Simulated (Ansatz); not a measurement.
# Lattice dynamics of SiTe2 monolayer (1T), part 2 of 3

How does SiTe2 monolayer (1T) vibrate, and is this structure a minimum?

Ansatz 0.2.0; DFT LDA, scalar-relativistic, plane waves, PAW.

So far: The starting structure; Relaxation.

**3. Relaxing to small forces for the phonons**

Phonons need a cell at rest on their own settings, so the relaxation is repeated with tight tolerances on forces and stress, using the mesh and the filling of the phonon run that follows.

Contents of input.yaml:

```yaml
crystal:
  lattice:
    - [3.7153138323, 0.0, 0.0]
    - [-1.8576569162, 3.2175561618, 0.0]
    - [0.0, 0.0, 30.424]
  atoms:
    - { symbol: Si, position: [0.0, 0.0, 0.328687878] }
    - { symbol: Te, position: [0.3333333333, 0.6666666667, 0.3815979431] }
    - { symbol: Te, position: [0.6666666667, 0.3333333333, 0.2757778129] }
  periodic: [true, true, false]
kpoints:
  mp_grid: { grid: [18, 18, 1] }
hamiltonian:
  xc: lda
scf:
  occupations: { method: methfessel_paxton, width: 0.15 }
output:
  forces: true
  stress: true
  eigenvalues: true
  write_density: true
  write_potential: true
  elf: true
  volumetric_format: npy
relax:
  adjacent_minimum: "off"
  f_tol: 0.001
  max_steps: 60
  cell: { stress_2d_tol: 0.002 }
```

Command:

```
ansatz run input.yaml --threads 8 --pin off --max-ram 14336MiB --backend cpu --events-out ev --progress --plain --runs-dir out
```

Numbers of over 12 decimals in the logs are rounded to 6 here.

The program printed:

```text
[...]
Crystal: 3 atoms, lattice volume = 363.696 Å³
Basis set: ecut = 420 eV, 7145 PW (Γ)
Bands: 22, of which v1, the nominal top of the filled ones, is band 18 counted from 1 (17 counted from 0)
Symmetry: 12 space group operations
[...]
k-points: 37 of 324
[...]
° read free of the cell's end (the report's vacuum.weakly_bound_levels)
--- Relaxed structure (5 steps of the walk, 4 accepted, 1 SCFs on fresh bases) ---
[...]
cell:  # Å, volume = 363.4154 Å³
    - [3.713883, 2.885631673914076e-11, 0]
    - [-1.856941, 3.216317, 0]
    - [0, 0, 30.424]
  atoms:
    - { symbol: Si, position: [0, 0, 0.328688] }
    - { symbol: Te, position: [0.333333, 0.666667, 0.381622] }
    - { symbol: Te, position: [0.666667, 0.333333, 0.275754] }
[key lines of the parts left out:]
SCF converged after 7 iterations
Free energy (F): -14262.820726 eV
Fermi energy:    -4.996753 eV
P = ½ c Tr σ = -0.0001 N/m
```

Run time: 18 s. Hardware: 8 threads of Arm Neoverse V1, shared host; peak memory 0.96 GiB; 2.3 min of CPU time.

Little changed from the start: no atom moved by 0.005 Å and no cell edge by 0.1 %.

Numbers from this step:

- area per atom: 3.982 Å²

Valence density in the ac plane at fractional y = 0.333, with atoms of Te within 0.2 Å of it. It is the smooth field of the valence electrons, not physical close to the nuclei.

Ten steps, logarithmic in the rise over the least value, from '_' (0.00 × 1e0 e/Å³) to '@' (9.65 × 1e0 e/Å³), each cell a mean:
```
____________________________
____________________________
____________________________
____________________________
____________________________
____________________________
____________________________
____________________________
____________________________
____________________________
____________________________
____________________________
____________________________
____________________________
::--------::......____....::
::--------::..............::
::::::::::::--==++****==----
::......::--==##@@@@@@%%++--
____________....::::::::....
____________________________
____________________________
____________________________
____________________________
____________________________
```
Columns run along a (3.7 Å), rows up along c (30.4 Å). Atoms in or near the plane, at fractional coordinates: Te at (0.67, 0.28).

ELF in the ac plane at fractional y = 0.333, with atoms of Te within 0.2 Å of it. It is the smooth field of the valence electrons, not physical close to the nuclei.

Ten even steps from '0' (0.00) to '9' (0.72), each cell a mean:
```
00000000000000
00000000000000
00000000000000
00000000000000
00000000000000
00000000000000
00000000000000
00000000000000
00000000000000
00000000000000
00000000000000
00000000000000
00000000000000
45665321000012
88888753101246
79998631100125
76566766545567
74236875212467
41013689999997
00000011222210
00000000000000
00000000000000
00000000000000
00000000000000
```
Columns run along a (3.7 Å), rows up along c (30.4 Å). Atoms in or near the plane, at fractional coordinates: Te at (0.67, 0.28).

Electrostatic potential energy in the ac plane at fractional y = 0.333, with atoms of Te within 0.2 Å of it. With pseudopotentials it is smooth inside the atoms' cores, unlike the true potential.

Ten even steps from '0' (-12 eV) to '9' (0 eV), each cell a mean:
```
99999999999999
99999999999999
99999999999999
99999999999999
99999999999999
99999999999999
99999999999999
99999999999999
99999999999999
99999999999999
99999999999999
99999999999999
99999999999999
99889999999999
32112578898876
42123577888876
44444432233223
47876103777400
99999876666678
99999999999999
99999999999999
99999999999999
99999999999999
99999999999999
```
Columns run along a (3.7 Å; values clipped at the 3rd and 97th percentile), rows up along c (30.4 Å). Atoms in or near the plane, at fractional coordinates: Te at (0.67, 0.28).

The largest force component left is 0.017 meV/Å, within the tolerances set.

**4. Linear response at the zone centre**

The zone centre comes first: it holds the modes that light can see, as far as symmetry allows. No field response is asked, since the mesh shows no gap.

input.yaml, the sections that differ from step 3:

```yaml
crystal:
  lattice:
    - [3.7138829999, 0.0, 0.0]
    - [-1.8569415, 3.2163170246, 0.0]
    - [0.0, 0.0, 30.424]
  atoms:
    - { symbol: Si, position: [0.0, 0.0, 0.328687878] }
    - { symbol: Te, position: [0.3333333333, 0.6666666667, 0.3816221791] }
    - { symbol: Te, position: [0.6666666667, 0.3333333333, 0.2757535769] }
  periodic: [true, true, false]
output:
  eigenvalues: true
phonons:
  method: dfpt
# kpoints, hamiltonian, scf: as in step 3
# relax: removed
```

The program printed:

```text
Warning: crystal.symmetry: narrowed to the stabiliser of the run's FFT grids — unitary ops 12 → 6. A phonons.method: dfpt run fills in the rows of the dynamical matrix that it does not solve by its symmetry operations, which is exact only for operations that map its FFT grids onto themselves: filled in by any other, the frequencies could depend on the order in which like atoms are typed, or, by more than the grids' own error, on where the crystal sits among the grids' points. Excluded: 6 operations. The run can therefore solve more perturbations, solve them on more k-points, or both, and cost more. [rest of the remark cut]
[...]
Crystal: 3 atoms, lattice volume = 363.415 Å³
Basis set: ecut = 420 eV, 7109 PW (Γ), exchange–correlation on 50×50×432 points (8 copies of the dense FFT grid, shifted against one another)
Bands: 22, of which v1, the nominal top of the filled ones, is band 18 counted from 1 (17 counted from 0)
Symmetry: 12 space group operations
k-points: 91 of 324 (irreducible under 2 space group operations, time reversal used)
[...]
SCF iter   1: F=—  HF=-14262.823255 eV  |F-HF|=—  |Δ(HF+E_count)|=         —  Δρ=2.17e-3  dr2=1.16e-2  ethr=1.77e-3  ⟨swp⟩=14.4  Hψ=16559  notcnv=0
[...]
SCF iter   9: F=-14262.820696 eV  HF=-14262.820696 eV  |F-HF|=6.55e-11  |Δ(HF+E_count)|=   2.57e-9  S|Δr|=    0.00e0  Δρ=1.90e-8  dr2=9.92e-13  ethr=1.00e-12  ⟨swp⟩=14.5  Hψ=15797  notcnv=0
SCF 1 converged in 9 iterations: F = -14262.820696 eV  dr2 = 9.92e-13
[...]
DFPT response loops at Γ: preconditioner auto → none (partly filled bands, converged f_vac=0.750); β = 0.50; Broyden in place of MSR1
SCF converged after 9 iterations
[...]
Free energy (F): -14262.820696 eV
[...]
Internal energy: -14262.821512 eV  (E = F + TS)
E sigma→0 (E₀):  -14262.820900 eV
Entropy (-TS):   0.000817 eV (0.272 meV/atom)
Fermi energy:    -4.996782 eV
[...]
--- Band table (eV; the first three rows and the last of 91) ---
  k-point 0: bands = [... 14 lower, -5.5065, -5.5065, -4.9160, -4.9160, -3.4892, -1.7637, -1.6104, -1.6104]
  k-point 1: bands = [... 14 lower, -6.0362, -5.7170, -5.1381, -4.8029, -3.1662, -1.7946 (-1.7946°), -1.5623, -1.4446]
  k-point 2: bands = [... 14 lower, -6.9421, -6.1047, -5.7547, -4.7053, -2.8519, -1.9894, -1.4017, -0.8880]
  k-point 90: bands = [... 14 lower, -9.1429, -8.3910, -7.1788, -5.9889, -3.9470, -1.9605, -0.4249, 0.1086]
  ° read free of the cell's end (the report's vacuum.weakly_bound_levels)
--- Phonons (Γ-DFPT): 6 representative perturbations + reference, on 91 of 324 k-points (Σ response iterations 22) ---
  ASR residual: 3.057e-5 → 0.000e0 eV/Å²; symmetrization residual: 7.918e-6 eV/Å²
  The last average, over the group as it would stand without the narrowing to the FFT grids, took up to 2.536e-6 eV/Å² of the zone centre's force constants
  ASR residual per site (eV/Å²): 7.17e-6 2.55e-5 3.06e-5
  Γ frequencies (cm⁻¹): 0.00 0.00 0.00 83.98 83.98 149.81 204.10 204.10 301.50
  non-analytic LO–TO correction: not included (Born effective charges unavailable; polar crystals: no LO–TO splitting at Γ)
```

Elapsed: 74 s, on 8 threads; peak memory 2.6 GiB.

This step gave:

```yaml
sum_rule_residual_before_enforcement: 3.06e-5 eV/Å²
point_group: -3m
highest_optical_mode_at_the_zone_centre_no_lo_to_term: 301.5 cm⁻¹
lowest_optical_zone_centre_mode: 83.98 cm⁻¹
```

Patterns of degenerate modes are one choice out of their space. The modes at Γ (shares of kinetic energy by element, %):

| mode | frequency (cm⁻¹) | symmetry | Si % | Te % |
| --- | --- | --- | --- | --- |
| 1 | 0.0 | acoustic | 10 | 90 |
| 2 | 0.0 | acoustic | 10 | 90 |
| 3 | 0.0 | acoustic | 10 | 90 |
| 4 | 84.0 | Eg | 0 | 100 |
| 5 | 84.0 | Eg | 0 | 100 |
| 6 | 149.8 | A1g | 0 | 100 |
| 7 | 204.1 | Eu | 90 | 10 |
| 8 | 204.1 | Eu | 90 | 10 |
| 9 | 301.5 | A2u | 90 | 10 |

Displacements in mode 4 (84.0 cm⁻¹), the largest set to 1:
```
Si1  0.00  0.00  0.00
Te2  0.77 -1.00  0.00
Te3 -0.77  1.00  0.00
```

Displacements in mode 9 (301.5 cm⁻¹), the largest set to 1:
```
Si1  0.00  0.00  1.00
Te2  0.00  0.00 -0.11
Te3  0.00  0.00 -0.11
```

Before it was imposed, the acoustic sum rule was missed by 3.1e-5 eV/Å². Small misses are needed for a sound result but don't prove that mesh and cutoff are converged. The lowest optical mode is real, 84.0 cm⁻¹.

**5. Phonons on a q mesh**

Stability and thermal properties need the whole zone. Linear response on a 6×6×1 q mesh gives force constants as far as a supercell of that size would.

input.yaml: that of step 4 with these lines changed.

```diff
@@ -20 +20,10 @@
   method: dfpt
+  qmesh: [6, 6, 1]
+  temperatures: { t_max: 1000, t_step: 50 }
+  qpath:
+    path:
+      - [0.0, 0.0, 0.0]
+      - [0.5, 0.0, 0.0]
+      - [0.33333333, 0.33333333, 0.0]
+      - [0.0, 0.0, 0.0]
+    npoints: 10
```

The program printed:

```text
[...]
Crystal: 3 atoms, lattice volume = 363.415 Å³
Basis set: ecut = 420 eV, 7109 PW (Γ), exchange–correlation on 50×50×432 points (8 copies of the dense FFT grid, shifted against one another)
Bands: 22, of which v1, the nominal top of the filled ones, is band 18 counted from 1 (17 counted from 0)
Symmetry: 12 space group operations
k-points: 37 of 324 (irreducible under 6 space group operations, time reversal used)
[...]
SCF iter   1: F=—  HF=-14262.823123 eV  |F-HF|=—  |Δ(HF+E_count)|=         —  Δρ=2.17e-3  dr2=1.16e-2  ethr=1.77e-3  ⟨swp⟩=14.0  Hψ=6662  notcnv=0
[...]
SCF iter   9: F=-14262.820696 eV  HF=-14262.820696 eV  |F-HF|=6.91e-11  |Δ(HF+E_count)|=   2.57e-9  S|Δr|=    0.00e0  Δρ=2.04e-8  dr2=1.17e-12  ethr=1.00e-12  ⟨swp⟩=14.3  Hψ=6558  notcnv=0
SCF 1 converged in 9 iterations: F = -14262.820696 eV  dr2 = 1.17e-12
[...]
phonons: the bands overlap, so this run is a metal and interpolates without the dipole-dipole term. If the crystal is really an insulator or semiconductor, its LO-TO splitting is missing
NSCF: frozen V_eff on 37 k-points
WARN: eigensolver did not converge in 5 slots of this pass, the one above among them; of largest residual over every band (k=12): 1 band(s) unlocked (lowest unlocked band 21, counted from 0; max residual 7.03e-5 eV among the unlocked bands, 7.03e-5 eV over every band); of lowest unlocked band (k=3): band 21
[...]
DFPT response loops at q = (0, 0, 0) (fractional): preconditioner auto → none (partly filled bands, converged f_vac=0.750); β = 0.50; Broyden in place of MSR1
[...]
SCF converged after 9 iterations
[...]
Free energy (F): -14262.820696 eV
[...]
Internal energy: -14262.821512 eV  (E = F + TS)
E sigma→0 (E₀):  -14262.820900 eV
Entropy (-TS):   0.000817 eV (0.272 meV/atom)
Fermi energy:    -4.996782 eV
[...]
--- Band table (eV; the first three rows and the last of 37) ---
  k-point 0: bands = [... 14 lower, -5.5065, -5.5065, -4.9160, -4.9160, -3.4892, -1.7637, -1.6104, -1.6104]
  k-point 1: bands = [... 14 lower, -6.0362, -5.7170, -5.1381, -4.8029, -3.1662, -1.7946 (-1.7946°), -1.5623, -1.4446]
  k-point 2: bands = [... 14 lower, -6.9421, -6.1047, -5.7547, -4.7053, -2.8519, -1.9894, -1.4017, -0.8880]
  k-point 36: bands = [... 14 lower, -9.6899, -9.5343, -6.5332, -6.5332, -4.4330, -0.9579, -0.9579, -0.4117]
  ° read free of the cell's end (the report's vacuum.weakly_bound_levels)
--- Phonons (Γ-DFPT): 6 representative perturbations + reference (Σ response iterations 22) ---
  ASR residual: 3.414e-5 → 0.000e0 eV/Å²; symmetrization residual: 8.024e-6 eV/Å²
[...]
ASR residual per site (eV/Å²): 9.88e-6 2.94e-5 3.41e-5
  Γ frequencies (cm⁻¹): 0.00 0.00 0.00 83.98 83.98 149.81 204.10 204.10 301.50
--- Phonons (arbitrary-q DFPT): 7 irreducible q on the 6×6×1 mesh ---
  q = [0.0000, 0.0000, 0.0000] (star 1, of the zone-centre solve; hermiticity 1.90e-6, symmetrization 4.08e-11, taken by the last average 2.76e-7): -0.00 -0.00 0.00 83.98 83.98 149.81 204.10 204.10 301.50
  q = [0.0000, 0.1667, 0.0000] (star 6, 9 solved perturbations on 171 of 324 k-point pairs; hermiticity 3.26e-6, symmetrization 2.48e-10, taken by the last average 3.39e-7): 11.13 31.12 61.74 87.20 102.95 139.91 219.66 243.30 275.49
[...]
q = [0.1667, 0.1667, 0.0000] (star 6, 6 solved perturbations in 1485 linear systems a pass and spin channel, the states on 324 of 324 k-point pairs; hermiticity 2.61e-6, symmetrization 2.59e-10, taken by the last average 3.27e-7): 31.87 65.78 85.28 101.79 110.73 130.76 231.03 265.25 281.13
[...]
sum rule: each row above includes the acoustic sum rule's correction from the zone centre's row sums; it moved no ω² by more than (0.31 cm⁻¹)²
  mesh force constants: q→R imaginary residual 2.49e-18; ASR residual 3.414e-5 → 0.000e0 eV/Å²; symmetrization residual 5.329e-15 eV/Å²
  interpolated dispersion: 31 rows × 9 modes
  density of states and harmonic sums: on the 24×24×1 q-mesh, interpolated from the force constants of a 6×6×1 supercell (no non-analytic term)
  largest difference from the sums on the solved wave vectors: F 3.07e-2 eV, S 3.74e-5 and C_V 6.73e-6 eV/K
  zero-point energy: 0.080811 eV/cell   skipped modes (ω ≤ 0): 3   left out of the sums: 5.79e-4 of the cell's modes: C_V's classical limit lies that fraction below 3 k_B per atom; for a crystal, a wire or a layer, F and S can be off by more, and a phonons.interpolated_qmesh denser along its periods is the remedy for the sampling
```

The job ended after 18 min (8 threads; peak memory 5.2 GiB; 2.4 h of CPU time).

Numbers from this step:

* sum-rule residual before enforcement: 3.41e-5 eV/Å²
* lowest frequency on the path: 0 cm⁻¹
* highest frequency on the path or at a solved wavevector: 316.5 cm⁻¹
* mean frequency: 145 cm⁻¹
* lowest mode on the q mesh (acoustic modes at Γ apart): 11.13 cm⁻¹
* zero-point energy per atom: 26.94 meV
* heat capacity at 300 K: 23.65 J/(mol atoms K)
* vibrational entropy at 300 K: 40.16 J/(mol atoms K)
* edges of the widest gap between branches, on path and mesh: 149.8, 204.1 cm⁻¹

Frequencies (cm⁻¹) solved at each irreducible wavevector; negative means imaginary. Frequencies by wavevector, by row:

| q in reciprocal lattice units | star | mode 1 | mode 2 | mode 3 | mode 4 | mode 5 | mode 6 | mode 7 | mode 8 | mode 9 |
| --- | --- | --- | --- | --- | --- | --- | --- | --- | --- | --- |
| 0 0 0 | 1 | 0 | 0 | 0 | 84 | 84 | 149.8 | 204.1 | 204.1 | 301.5 |
| 0 0.1667 0 | 6 | 11.1 | 31.1 | 61.7 | 87.2 | 103 | 139.9 | 219.7 | 243.3 | 275.5 |
| 0 0.3333 0 | 6 | 44.1 | 49.3 | 79 | 90.6 | 115.1 | 128.1 | 232 | 252.2 | 296.6 |
| 0 -0.5 0 | 3 | 55 | 67.5 | 86.2 | 102.6 | 116 | 123.7 | 240.1 | 249.2 | 316.5 |
| 0.1667 0.1667 0 | 6 | 31.9 | 65.8 | 85.3 | 101.8 | 110.7 | 130.8 | 231 | 265.2 | 281.1 |
| 0.1667 0.3333 0 | 12 | 56.7 | 82.5 | 97.5 | 105.9 | 113.5 | 119.3 | 240.9 | 252.6 | 303.3 |
| 0.3333 0.3333 0 | 2 | 53.4 | 102.3 | 105.1 | 105.1 | 109.8 | 109.8 | 226.3 | 282.8 | 282.8 |

Interpolated from a 6×6×1 q mesh. Phonon branches along the path, in cm⁻¹:

| point | branch 1 | branch 2 | branch 3 | branch 4 | branch 5 | branch 6 | branch 7 | branch 8 | branch 9 |
| --- | --- | --- | --- | --- | --- | --- | --- | --- | --- |
| Γ | 0 | 0 | 0 | 84 | 84 | 150 | 204 | 204 | 302 |
| halfway | 24 | 44 | 79 | 84 | 112 | 134 | 227 | 256 | 278 |
| M | 55 | 68 | 86 | 103 | 116 | 124 | 240 | 249 | 316 |
| halfway | 60 | 85 | 100 | 105 | 114 | 116 | 238 | 253 | 307 |
| K | 53 | 102 | 105 | 105 | 110 | 110 | 226 | 283 | 283 |
| halfway | 32 | 66 | 85 | 102 | 111 | 131 | 231 | 265 | 281 |
| Γ | 0 | 0 | 0 | 84 | 84 | 150 | 204 | 204 | 302 |

The phonon branches as a text plot (rows in cm⁻¹):

```
    310 |               ************
    297 |***          **            ****   *********         ****
    284 |   ****  ****                  ***         **     **
    270 |       **                   ***   ****     *******
    257 |       ********           **          *****
    244 |     **        ************           *****     **
    231 |         ********          ***********     *****  **
    218 |   ******                                       ****
    204 |***                                                 ****
    191 |
    178 |
    165 |
    152 |*****                                               ****
    138 |     ******                                  *******
    125 |           **************             *******
    112 |       *****************************************
     99 |   ****      ****************************  *********
     86 |*************  ********   **          *******   ********
     73 |       **    **    *** ***               **  ***
     59 |     **        ***********************     *******
     46 |   **    ********                     *****       **
     33 |     ****  **                              **   **
     20 | ****  ****                                  ***  *****
      7 |*******                                         ********
         Γ                   M           K                      Γ
```

Tetrahedra on a 24×24×1 mesh, mean over bins of 5 cm-1. Interpolated from a 6×6×1 q mesh. The phonon density of states by wavenumber; read off at these points:

| wavenumber (cm⁻¹) | phonon density of states (1/cm⁻¹/cell) |
| --- | --- |
| 2 | 0.00712 |
| 12 | 0.0140 |
| 22 | 0.0139 |
| 38 | 0.0183 |
| 48 | 0.0307 |
| 58 | 0.0749 |
| 68 | 0.0289 |
| 78 | 0.0249 |
| 88 | 0.0873 |
| 102 | 0.0814 |
| 112 | 0.139 |
| 122 | 0.0521 |
| 132 | 0.0276 |
| 142 | 0.0119 |
| 152 | 1.0e-5 |
| 168 | 0 |
| 178 | 0 |
| 188 | 0 |
| 198 | 0 |
| 208 | 0.00671 |
| 218 | 0.0118 |
| 232 | 0.0416 |
| 238 | 0.0571 |
| 242 | 0.0437 |
| 252 | 0.0447 |
| 262 | 0.0308 |
| 272 | 0.0263 |
| 282 | 0.0146 |
| 298 | 0.0361 |
| 308 | 0.0206 |
| 318 | 0.00468 |

(Part 2 of 3 ends here.)

[Logs are printed without paths, hosts, clocks, repeated set-up lines and the standing remarks that a program may print on its own settings, such as how far it seeks lower states.]

[Hosts, paths, dates, database ids (printed as entryN), source tags and the programs' standing remarks are cut or masked in the printed files.]
